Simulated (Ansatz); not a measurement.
# Cr2NOS MXene monolayer in a perpendicular field, part 2 of 2

What dipole does a perpendicular field induce in the Cr2NOS MXene monolayer? A positive field points along +c.

Ansatz 0.2.0; plane-wave DFT, PBE-D3(BJ), Ansatz PAW (set soft_1); PAW set soft_1.

So far. Step 2 (Relaxing the slab): The lattice constant a goes from 2.764 to 2.994 Å.

**3. Atoms held, field 0**

A sawtooth potential applies the field, turning back in the middle of the vacuum. With the dipole correction the typed value is the field outside the slab. The induced dipole is small, so the SCF threshold is tight.

The cell differs from the one that the last finished run ended in (c 40.790 → 22.673 Å).

Input file input.yaml:

```yaml
crystal:
  lattice:
    - [2.9936679309, 0.0, 0.0]
    - [-1.4968339655, 2.5925924787, 0.0]
    - [0.0, 0.0, 22.6725439295]
  atoms:
    - { symbol: S, position: [0.3333333333, 0.6666666667, 0.3969558964], spin: 0.09 }
    - { symbol: Cr, position: [0.6666666667, 0.3333333333, 0.467517758], spin: -1.71 }
    - { symbol: "N", position: [0.0, 0.0, 0.5104320843], spin: 0.03 }
    - { symbol: Cr, position: [0.3333333333, 0.6666666667, 0.5644796915], spin: 1.99 }
    - { symbol: O, position: [0.6666666667, 0.3333333333, 0.6030441036], spin: -0.01 }
magnetization:
  spin_polarized: true
kpoints:
  mp_grid: { grid: [18, 18, 1] }
  band_path:
    path: [[0, 0, 0], [0.5, 0, 0], [0.33333333, 0.33333333, 0], [0, 0, 0]]
    npoints: 16
hamiltonian:
  xc: pbe
  dispersion: d3bj
  pseudopotentials: { kind: paw, azcp: { folder: soft_1 } }
scf:
  occupations: { method: fermi_dirac, width: 0.02585 }
  convergence: { dr2_threshold: 1.0e-10 }
efield:
  axis: 3
  dipole_correction: true
  ramp_position: 0.97
  ramp_width: 0.06
  amplitude: 0
output:
  dos: { projected: true, e_range: [-6, 5] }
  write_potential: true
  write_density: true
  volumetric_format: npy
  elf: true
```

Launch:

```console
ansatz run input.yaml --threads 2 --pin off --max-ram 3072MiB --backend cpu --events-out ev --progress --plain --runs-dir out
```

Numbers of over 12 decimals in the logs are rounded to 6 here.

Log:

```text
[...]
Crystal: 5 atoms, lattice volume = 175.970 Å³
Basis set: ecut = 420 eV, 3351 PW (Γ)
Bands: 30, of which v1, the nominal top of the filled ones, is band 23 counted from 1 (22 counted from 0)
Symmetry: 6 space group operations
k-points: 37 of 324 (time reversal used)
[...]
Starting moments: Σ|m| = 3.83 μB on 5 of 5 sites
[...]
SCF iter   1: F=—  HF=-8606.468417 eV  |F-HF|=—  |Δ(HF+E_count)|=         —  Δρ=5.69e-2 (↑4.25e-2 ↓5.69e-2)  dr2=1.54e1  dr2_m=6.48e-1  M=0.867 μB ∫|m|=2.377 μB  β_m=0.30  ethr=3.10e-3  p=0.000 e·Å  D=6.07e-6 V/Å  ΔV_dip=-0.00 eV  dr2_dipole=1.81e-4  V_vac-E_F(+/−)=4.79/4.79 eV  ⟨swp⟩=12.2  Hψ=13715  notcnv=0
[...]
efield: sawtooth ramp at fractional position 0.9700 (set: `efield.ramp_position`, or a place that a band, a saddle search or an elastic batch's reference lends), width 0.0600; the density the first Hamiltonian is built on has a dipole p = 0.000 e·Å; the dipole correction subtracts the counter field D = 6.07e-6 V/Å, which shifts the + side's vacuum level by -0.00 eV against the − side's; the planar-averaged density in the ramp window peaks in size at 1.0e-5 e/Å³
[...]
SCF iter   2: F=—  HF=-8608.392680 eV  |F-HF|=—  |Δ(HF+E_count)|=    1.92e0  Δρ=2.74e-2 (↑2.03e-2 ↓2.74e-2)  dr2=3.77e0  dr2_m=1.88e-1  M=0.842 μB ∫|m|=3.240 μB  β_m=0.41  ethr=3.10e-3  p=-0.010 e·Å  D=-9.86e-3 V/Å  ΔV_dip=0.22 eV  dr2_dipole=1.03e-3  V_vac-E_F(+/−)=4.86/4.64 eV  ⟨swp⟩=3.4  Hψ=5740  notcnv=0  defer=128
density mixer auto → msr1: a metal under ldos (density of states about μ 1.84 of a free-electron gas's, 14 screened modes)
SCF iter   3: F=—  HF=-8611.386273 eV  |F-HF|=—  |Δ(HF+E_count)|=    2.99e0  Δρ=1.99e-2 (↑1.99e-2 ↓1.96e-2)  dr2=2.62e-1  dr2_m=5.65e-1  M=0.700 μB ∫|m|=4.218 μB  β_m=0.71  ethr=3.10e-3  p=-0.015 e·Å  D=-1.59e-2 V/Å  ΔV_dip=0.36 eV  dr2_dipole=9.06e-3  V_vac-E_F(+/−)=5.38/5.02 eV  ⟨swp⟩=4.0  Hψ=6293  notcnv=0  defer=133
[...]
SCF iter  14: F=-8611.896454 eV  HF=-8611.896454 eV  |F-HF|=2.00e-11  |Δ(HF+E_count)|=  1.27e-11  Δρ=2.86e-8 (↑1.34e-8 ↓2.86e-8)  dr2=2.54e-12  dr2_m=2.15e-13  M=0.484 μB ∫|m|=4.788 μB  ethr=1.00e-12  p=-0.043 e·Å  D=-4.44e-2 V/Å  ΔV_dip=1.01 eV  dr2_dipole=1.88e-13  V_vac-E_F(+/−)=6.55/5.54 eV  ⟨swp⟩=10.7  Hψ=8429  notcnv=0
SCF 1 converged in 14 iterations: F = -8611.896454 eV  dr2 = 2.54e-12
[...]
NSCF: frozen V_eff on 49 k-points
efield: sawtooth ramp at fractional position 0.9700 (kept from the solve that this one continues, or follows in the run), width 0.0600; the density the first Hamiltonian is built on has a dipole p = -0.043 e·Å; the dipole correction subtracts the counter field D = -4.44e-2 V/Å, which shifts the + side's vacuum level by +1.01 eV against the − side's; the planar-averaged density in the ramp window peaks in size at 1.1e-5 e/Å³
SCF converged after 14 iterations
Magnetization: 0.4838 μB (22.7419 up, 22.2581 down)
Absolute magnetization: 4.7895 μB (∫|ρ↑−ρ↓|, with the PAW one-centre terms)
[...]
Per-site moments (μB) at R_I (Å): [(0.093744, 0.971502), (-1.721294, 0.818169), (0.036204, 0.818169), (1.993389, 0.798999), (-0.011852, 0.798999)]
Free energy (F): -8611.896454 eV
[...]
Internal energy: -8611.887458 eV  (E = F + TS)
E sigma→0 (E₀):  -8611.891956 eV
Entropy (-TS):   -0.008996 eV (-1.799 meV/atom)
Fermi energy:    -0.163782 eV
Dipole field:    D = -0.044415 V/Å  (p = -0.043192 e·Å, saw-weighted, corrected)
Work function:   Φ+ = 6.5509 eV   Φ− = 5.5439 eV
Levels:          The Fermi level and band energies are counted from a zero that moves with the ramp; work functions are not
[...]
--- Band table (eV; the first three rows and the last of 74) ---
  k-point 0 ↑: bands = [... 19 lower, -1.7373, -0.3660, 0.0625, 0.0625, 0.7784, 0.7784, 1.4877, 2.1574, ... 3 higher]
  k-point 1 ↑: bands = [... 19 lower, -1.7259, -0.5024, -0.0657, -0.0458, 0.8161, 0.8924, 1.5868, 2.0597, ... 3 higher]
  k-point 2 ↑: bands = [... 19 lower, -1.6876, -0.9707, -0.2668, -0.1564, 0.8354, 1.1266, 1.7780, 1.8638, ... 3 higher]
  k-point 36 ↓: bands = [... 19 lower, -3.2293, -0.8047, -0.5038, -0.4600, 1.3400, 1.4376, 1.9749, 2.3921, ... 3 higher]
```

It took 48 s on 2 threads of Arm Neoverse V1, shared host; peak memory 0.72 GiB.

Reading the cycles: dr2 is the Hartree energy of the density residual (eV), the measure of convergence; HF is the Harris–Foulkes estimate of the energy, which meets the free energy F at convergence.

Numbers from this step:

```yaml
energy_at_zero_smearing: -8611.8920 eV
total_moment: 0.4838 μB
site_moments: 0.09374, -1.721, 0.03620, 1.993, -0.01185 μB
work_function_upper_face: 6.551 eV
work_function_lower_face: 5.544 eV
dipole_along_the_normal: -0.04319 e·Å
step_between_the_vacuum_levels: 1.007 eV
```

Running mean over a fixed 2.7 Å (it still follows the layers) of the planar mean; the ramp of the sawtooth is left out. The electron's electrostatic potential energy less the Fermi level by z:

| z (Å) | electron's electrostatic potential energy less the Fermi level (eV) |
| --- | --- |
| 3.0 | 5.54 |
| 3.5 | 5.54 |
| 4.0 | 5.54 |
| 4.5 | 5.54 |
| 5.0 | 5.54 |
| 5.5 | 5.54 |
| 6.0 | 5.51 |
| 6.5 | 5.37 |
| 7.0 | 4.67 |
| 7.5 | 2.43 |
| 8.0 | -0.437 |
| 8.5 | -2.67 |
| 9.0 | -5.15 |
| 9.5 | -7.87 |
| 10.0 | -9.42 |
| 10.5 | -9.45 |
| 11.0 | -9.45 |
| 11.5 | -10.2 |
| 12.0 | -10.5 |
| 12.5 | -10.0 |
| 13.0 | -8.10 |
| 13.5 | -5.54 |
| 14.0 | -2.55 |
| 14.5 | 0.782 |
| 15.0 | 4.06 |
| 15.5 | 6.01 |
| 16.0 | 6.47 |
| 16.5 | 6.54 |
| 17.0 | 6.55 |
| 17.5 | 6.55 |
| 18.0 | 6.55 |
| 18.5 | 6.55 |
| 19.0 | 6.55 |
| 19.5 | 6.55 |

The density of states has structure finer than the step of the table below, so its rows give means over 0.2 eV, whole bins alone (the curve runs from -6 to 1.99 eV). Peaks (eV: height): total -5.92: 9.81, -3.96: 16.5, -1.07: 18.7, -0.27: 10.4, 1.53: 10.3, 1.61: 12.0, 1.83: 9.50; up -4.02: 6.87, -2.72: 6.55, -1.18: 5.38, -1.07: 17.2, -0.68: 6.86, 1.61: 8.54, 1.88: 5.11; down -5.89: 6.70, -5.17: 4.95, -4.62: 4.76, -3.96: 11.1, -0.24: 6.67, 1.53: 9.87, 1.83: 4.79.

Density of states against energy, zero at the Fermi level; means over each step; values in states/eV a cell:

| energy (eV) | total | up | down |
| --- | --- | --- | --- |
| -5.8 | 3.23 | 1.77 | 1.47 |
| -5.6 | 2.78 | 1.38 | 1.40 |
| -5.4 | 4.23 | 2.88 | 1.35 |
| -5.2 | 5.82 | 2.59 | 3.23 |
| -5.0 | 2.24 | 1.17 | 1.08 |
| -4.8 | 2.92 | 1.18 | 1.74 |
| -4.6 | 4.51 | 2.06 | 2.45 |
| -4.4 | 1.42 | 0.775 | 0.649 |
| -4.2 | 1.48 | 0.898 | 0.577 |
| -4.0 | 8.58 | 4.45 | 4.14 |
| -3.8 | 3.19 | 1.71 | 1.48 |
| -3.6 | 4.13 | 2.07 | 2.06 |
| -3.4 | 3.58 | 1.91 | 1.68 |
| -3.2 | 2.30 | 0.503 | 1.80 |
| -3.0 | 1.63 | 0.636 | 0.990 |
| -2.8 | 4.32 | 2.18 | 2.14 |
| -2.6 | 3.00 | 1.52 | 1.48 |
| -2.4 | 2.43 | 0.947 | 1.49 |
| -2.2 | 2.03 | 0.752 | 1.28 |
| -2.0 | 1.88 | 0.597 | 1.28 |
| -1.8 | 1.58 | 0.690 | 0.889 |
| -1.6 | 1.88 | 1.51 | 0.369 |
| -1.4 | 1.69 | 1.32 | 0.364 |
| -1.2 | 4.19 | 2.08 | 2.11 |
| -1.0 | 4.70 | 3.39 | 1.32 |
| -0.8 | 2.41 | 1.49 | 0.913 |
| -0.6 | 3.08 | 2.84 | 0.242 |
| -0.4 | 2.07 | 1.14 | 0.928 |
| -0.2 | 6.56 | 2.35 | 4.21 |
| 0.0 | 3.92 | 1.79 | 2.13 |
| 0.2 | 1.75 | 0.376 | 1.37 |
| 0.4 | 0.772 | 0 | 0.772 |
| 0.6 | 0.728 | 0 | 0.728 |
| 0.8 | 0.750 | 0.750 | 0 |
| 1.0 | 2.77 | 2.77 | 0 |
| 1.2 | 1.68 | 1.34 | 0.332 |
| 1.4 | 2.84 | 0.664 | 2.18 |
| 1.6 | 8.15 | 4.04 | 4.11 |
| 1.8 | 6.45 | 3.69 | 2.77 |

Projected DOS per atom over height of the atomic layer and energy from the Fermi level. Layers: S Cr N Cr O from below.

Values in states/eV, 22 rows by 5 columns, each cell a mean:
```
0.64 2.26 0.27 2.16 0.39
0.38 1.50 0.20 2.59 0.35
0.12 1.47 0.13 0.32 0.07
0.06 0.36 0.08 0.11 0.02
0.35 0.43 0.17 0.12 0.05
0.60 1.41 0.33 0.94 0.37
0.47 1.68 0.24 1.03 0.29
0.26 0.59 0.21 1.86 0.17
0.28 1.29 0.32 1.77 0.58
0.46 0.64 0.08 0.53 0.09
0.66 0.77 0.09 0.10 0.06
0.94 0.60 0.17 0.08 0.18
1.63 0.47 0.34 0.17 0.36
1.43 0.47 0.28 0.15 0.48
0.67 0.43 0.28 0.37 1.07
0.68 0.53 0.44 0.56 1.42
0.66 0.70 0.64 0.79 3.08
0.51 0.28 0.18 0.21 0.38
0.86 0.69 0.46 0.65 1.27
0.48 0.73 1.25 0.92 1.10
0.47 0.53 1.16 0.83 0.84
0.83 0.55 1.66 0.61 0.74
```
Columns: height of the atomic layer (Å) from 9 to 13.7 (not evenly spaced); rows upwards: energy from the Fermi level (eV) from -5.96 to 1.96.

Projected DOS per atom, spin up over height of the atomic layer and energy from the Fermi level. Layers: S Cr N Cr O from below.

Ten even steps from '0' (0.00 states/eV) to '9' (1.84 states/eV), each cell a mean:
```
29041
05031
07010
01000
00000
00041
00051
00090
00092
21020
20000
20000
40000
30000
10011
21113
11227
10001
21112
01222
11332
21422
```
Columns: height of the atomic layer (Å) from 9 to 13.7 (not evenly spaced); rows upwards: energy from the Fermi level (eV) from -5.96 to 1.96.

Projected DOS per atom, spin down over height of the atomic layer and energy from the Fermi level. Layers: S Cr N Cr O from below.

Ten even steps from '0' (0.00 states/eV) to '9' (2.02 states/eV), each cell a mean:
```
12060
12090
00000
00000
12000
26000
17000
02000
05000
01000
12000
22000
31001
31001
11003
11003
11018
10000
22114
12322
01211
21411
```
Columns: height of the atomic layer (Å) from 9 to 13.7 (not evenly spaced); rows upwards: energy from the Fermi level (eV) from -5.96 to 1.96.

Deep bands are left out, so band numbers here count from the lowest band kept and differ from the log's. Electronic bands along the path, in eV, zero at the Fermi level; # counts the bands kept:

| point | up #10 | up #11 | up #12 | up #13 | down #10 | down #11 | down #12 | down #13 |
| --- | --- | --- | --- | --- | --- | --- | --- | --- |
| Γ | -0.20 | 0.23 | 0.23 | 0.94 | -0.17 | 0.17 | 0.17 | 1.31 |
| halfway | -1.19 | -0.61 | 0.01 | 0.88 | -1.30 | 0.11 | 0.11 | 1.50 |
| M | -1.01 | -0.72 | -0.54 | 0.82 | -1.30 | -0.36 | -0.06 | 1.54 |
| halfway | -1.06 | -0.75 | -0.24 | 1.26 | -0.83 | -0.27 | -0.15 | 1.57 |
| K | -1.07 | -0.82 | -0.02 | 1.53 | -0.64 | -0.34 | -0.30 | 1.50 |
| halfway | -1.16 | -0.63 | -0.11 | 1.07 | -1.21 | -0.30 | 0.48 | 1.25 |
| Γ | -0.20 | 0.23 | 0.23 | 0.94 | -0.17 | 0.17 | 0.17 | 1.31 |

Spin density in the ca plane at fractional y = 0.333, with atoms of Cr and O within 0.2 Å of it.

Ten even steps from '0' (-2.7 e/Å³) to '9' (0.2 e/Å³), each cell a mean:
```
99999999999999878999999999999999999999999999
99999999999998536899999999999999999999999999
99999999999987205899999999999999999999999999
99999999999998647899999999999999999999999999
99999999999999888999999999999999999999999999
99999999999999999999999999999999999999999999
99999999999999999999999999999999999999999999
99999999999999999999999999999999999999999999
```
Columns run along c (16.0 Å, from fractional 0.23 to 0.94 of the cell), rows up along a (3.0 Å). Atoms in or near the plane, at fractional coordinates: Cr at (0.47, 0.67), O at (0.60, 0.67).

Electrostatic potential energy in the ca plane at fractional y = 0.333, with atoms of Cr and O within 0.2 Å of it. With pseudopotentials it is smooth inside the atoms' cores, unlike the true potential.

Values in eV, 5 rows by 16 columns, each cell a mean:
```
  6   6   6   6   5   3  -2 -26 -14  -1 -13  -2   6   6   6   6
  6   6   6   6   5   4  -4 -29 -22   0 -27 -14   6   6   6   6
  6   6   6   6   5   3  -2 -26 -14  -1 -13  -2   6   6   6   6
  6   6   6   6   5  -1  -5  -3  -2  -8  -6   4   6   6   6   6
  6   6   6   6   5  -1  -5  -3  -2  -8  -6   4   6   6   6   6
```
Columns run along c (16.0 Å, from fractional 0.14 to 0.84 of the cell; values clipped at the 3rd and 97th percentile), rows up along a (3.0 Å). Atoms in or near the plane, at fractional coordinates: Cr at (0.47, 0.67), O at (0.60, 0.67).

ELF in the ca plane at fractional y = 0.333, with atoms of Cr and O within 0.2 Å of it. It is the smooth field of the valence electrons, not physical close to the nuclei.

Ten even steps from '0' (0.00) to '9' (0.88), each cell a mean:
```
00000000000000001245652243222114888631000000
00000000000000000012222687311148779852000000
00000000000000000001113798511158559963000000
00000000000000000012322576311137889852000000
00000000000000001356652232232113677520000000
00000000000000014788885212564111222100000000
00000000000000025899886324774122100000000000
00000000000000014688885212464111233100000000
```
Columns run along c (16.0 Å, from fractional 0.08 to 0.79 of the cell), rows up along a (3.0 Å). Atoms in or near the plane, at fractional coordinates: Cr at (0.47, 0.67), O at (0.60, 0.67).

The work function of the upper face is 6.55 eV.

**4. Single point, field 0.1 V/Å**

input.yaml, as its differences from that of step 3:

```diff
@@ -28,7 +28,6 @@
   dipole_correction: true
-  ramp_position: 0.97
-  ramp_width: 0.06
-  amplitude: 0
+  ramp_position: 0.9277
+  ramp_width: 0.1275
+  amplitude: 0.1
 output:
-  dos: { projected: true, e_range: [-6, 5] }
   write_potential: true
@@ -36,2 +35 @@
   volumetric_format: npy
-  elf: true
```

Log:

```text
[...]
Crystal: 5 atoms, lattice volume = 175.970 Å³
Basis set: ecut = 420 eV, 3351 PW (Γ)
Bands: 30, of which v1, the nominal top of the filled ones, is band 23 counted from 1 (22 counted from 0)
Symmetry: 6 space group operations
k-points: 37 of 324 (time reversal used)
[...]
Starting moments: Σ|m| = 3.83 μB on 5 of 5 sites
[...]
k-point 1 ↑: bands = [... 19 lower, -1.7203, -0.4934, -0.0584, -0.0404, 0.8240, 0.9003, 1.5946, 2.0657, ... 3 higher]
  k-point 2 ↑: bands = [... 19 lower, -1.6820, -0.9647, -0.2614, -0.1470, 0.8434, 1.1345, 1.7848, 1.8714, ... 3 higher]
  k-point 36 ↓: bands = [... 19 lower, -3.2164, -0.7997, -0.5002, -0.4564, 1.3438, 1.4396, 1.9789, 2.3961, ... 3 higher]
[key lines of the parts left out:]
SCF converged after 14 iterations
Magnetization: 0.4742 μB (22.7371 up, 22.2629 down)
Free energy (F): -8611.893487 eV
Fermi energy:    -0.157935 eV
Dipole field:    D = -0.016597 V/Å  (p = -0.016140 e·Å, saw-weighted, corrected)
```

Run time: 47 s. Hardware: 2 threads; peak memory 0.72 GiB.

The dipole is -0.0161 e·Å, 0.0271 e·Å from its value without field.

**5. Atoms held, field -0.1 V/Å**

input.yaml, as its differences from that of step 4:

```diff
@@ -30,3 +30,3 @@
   ramp_width: 0.1275
-  amplitude: 0.1
+  amplitude: -0.1
 output:
```

Log:

```text
[...]
Crystal: 5 atoms, lattice volume = 175.970 Å³
Basis set: ecut = 420 eV, 3351 PW (Γ)
Bands: 30, of which v1, the nominal top of the filled ones, is band 23 counted from 1 (22 counted from 0)
Symmetry: 6 space group operations
k-points: 37 of 324 (time reversal used)
[...]
Starting moments: Σ|m| = 3.83 μB on 5 of 5 sites
[...]
k-point 1 ↑: bands = [... 19 lower, -1.7149, -0.4949, -0.0563, -0.0345, 0.8248, 0.9013, 1.5956, 2.0703, ... 3 higher]
  k-point 2 ↑: bands = [... 19 lower, -1.6765, -0.9600, -0.2555, -0.1492, 0.8441, 1.1355, 1.7878, 1.8729, ... 3 higher]
  k-point 36 ↓: bands = [... 19 lower, -3.2255, -0.7931, -0.4907, -0.4469, 1.3529, 1.4524, 1.9875, 2.4047, ... 3 higher]
[key lines of the parts left out:]
SCF converged after 14 iterations
Magnetization: 0.4934 μB (22.7467 up, 22.2533 down)
Free energy (F): -8611.902125 eV
Fermi energy:    -0.152964 eV
Dipole field:    D = -0.072225 V/Å  (p = -0.070237 e·Å, saw-weighted, corrected)
```

Wall time 47 s (2 threads); peak memory 0.72 GiB.

The dipole is -0.0702 e·Å, -0.0270 e·Å from its value without field.

**6. Response, atoms held**

This step: plane-wave DFT, PBE-D3(BJ), Ansatz PAW (set soft_1); response to a field along the normal, atoms held; PAW set soft_1 (Ansatz 0.2.0).

The dipoles give the slope, and the difference of two potentials shows where the field is screened.

Numbers from this step:

```
equivalent conductor thickness p/(ε₀AE) : 6.306 Å
distance between the outer atoms        : 4.673 Å
```

The dipole of the cell by applied field:

| applied field (V/Å) | dipole of the cell (e·Å) |
| --- | --- |
| -0.1000 | -0.0702 |
| 0.0000 | -0.0432 |
| 0.1000 | -0.0161 |

The total moment by applied field:

| applied field (V/Å) | total moment (μB) |
| --- | --- |
| -0.1000 | 0.493 |
| 0.0000 | 0.484 |
| 0.1000 | 0.474 |

Local field over the applied field, running mean. From the potentials at -0.1 and 0.1 V/Å; running mean over 2.5 Å. Table of local field over applied field by z:

| z (Å) | local field over applied field |
| --- | --- |
| 4.5 | 0.999 |
| 5.0 | 0.997 |
| 5.5 | 0.991 |
| 6.0 | 0.973 |
| 6.5 | 0.925 |
| 7.0 | 0.821 |
| 7.5 | 0.664 |
| 8.0 | 0.484 |
| 8.5 | 0.298 |
| 9.0 | 0.148 |
| 9.5 | 0.0597 |
| 10.0 | 0.0183 |
| 10.5 | 0.00284 |
| 11.0 | 0.00845 |
| 11.5 | 0.00950 |
| 12.0 | 0.00976 |
| 12.5 | 0.0397 |
| 13.0 | 0.108 |
| 13.5 | 0.235 |
| 14.0 | 0.406 |
| 14.5 | 0.590 |
| 15.0 | 0.759 |
| 15.5 | 0.892 |
| 16.0 | 0.963 |
| 16.5 | 0.989 |
| 17.0 | 0.997 |
| 17.5 | 0.999 |
| 18.0 | 1.000 |
| 18.5 | 1.000 |

The induced electron density oscillates, so the rows of the table below give means over windows of 0.5 Å about each position, cut where the curve ends. Its maxima inside the range that stand out by 2 % of the span (Å: e/Å³ per V/Å): 8.08: 0.00375, 9.07: 0.00133, 10.63: 0.00122, 11.19: 1.7e-4, 12.47: 6.5e-4, 13.04: -1.0e-4, 13.75: -0.00123. Its minima: 8.79: 0.00113, 10.06: -9.8e-4, 11.05: -1.1e-4, 12.04: -4.7e-4, 12.75: -7.8e-4, 13.46: -0.00236, 14.31: -0.00403.

Electrons, planar mean, per unit field. Table of induced electron density by z; means over each step:

| z (Å) | induced electron density (e/Å³ per V/Å) |
| --- | --- |
| 4.5 | 3.2e-6 |
| 5.0 | 1.1e-5 |
| 5.5 | 3.9e-5 |
| 6.0 | 1.2e-4 |
| 6.5 | 3.8e-4 |
| 7.0 | 0.00103 |
| 7.5 | 0.00240 |
| 8.0 | 0.00355 |
| 8.5 | 0.00215 |
| 9.0 | 0.00124 |
| 9.5 | 3.8e-4 |
| 10.0 | -7.9e-4 |
| 10.5 | 4.9e-4 |
| 11.0 | 1.1e-4 |
| 11.5 | -2.0e-5 |
| 12.0 | -3.2e-4 |
| 12.5 | 1.2e-4 |
| 13.0 | -5.7e-4 |
| 13.5 | -0.00174 |
| 14.0 | -0.00284 |
| 14.5 | -0.00341 |
| 15.0 | -0.00158 |
| 15.5 | -5.4e-4 |
| 16.0 | -1.6e-4 |
| 16.5 | -4.4e-5 |
| 17.0 | -1.1e-5 |
| 17.5 | -2.8e-6 |
| 18.0 | -6.9e-7 |
| 18.5 | -2.2e-7 |

By hand: between -0.1 and 0.1 V/Å the dipole changes by 0.05410 e·Å, a slope of 0.2705 e·Å²/V. A perfect conductor of thickness t has p = ε₀AEt, so t = 180.95 × 0.2705 / 7.761 = 6.31 Å (e/ε₀ = 180.95 V·Å, A in Å²).

The induced dipole is that of a conductor 6.31 Å thick.

**7. Outcome**

| Property | Result |
| --- | --- |
| gap without field | none |
| work function, upper face | 6.55 eV |
| step between the vacuum levels | 1.01 eV |
| equivalent conductor thickness, atoms held | 6.31 Å |

**Reading.** The induced dipole equals that of a perfect conductor 6.31 Å thick, while the outer atoms lie 4.67 Å apart. The two faces differ: the vacuum level above lies 1.01 eV higher than the one below. There is no gap over 0.03 eV, with or without the field. For an open d or f shell that can be the fault of a semilocal functional without a Hubbard term. The magnetic order is the one reached from the typed start; other orders were not compared. The MXene's terminations sit over the metal atoms of its far layer; the site over carbon or nitrogen, which some compounds prefer, was not run.

[Logs are printed without paths, hosts, clocks, repeated set-up lines and the standing remarks that a program may print on its own settings, such as how far it seeks lower states.]

[Hosts, paths, dates, database ids (printed as entryN), source tags and the programs' standing remarks are cut or masked in the printed files.]

[Maps of the electrostatic potential energy from Ansatz leave out the sawtooth potential of an applied field or a dipole correction, so their vacuum need not be flat; planar profiles and work functions include it.]
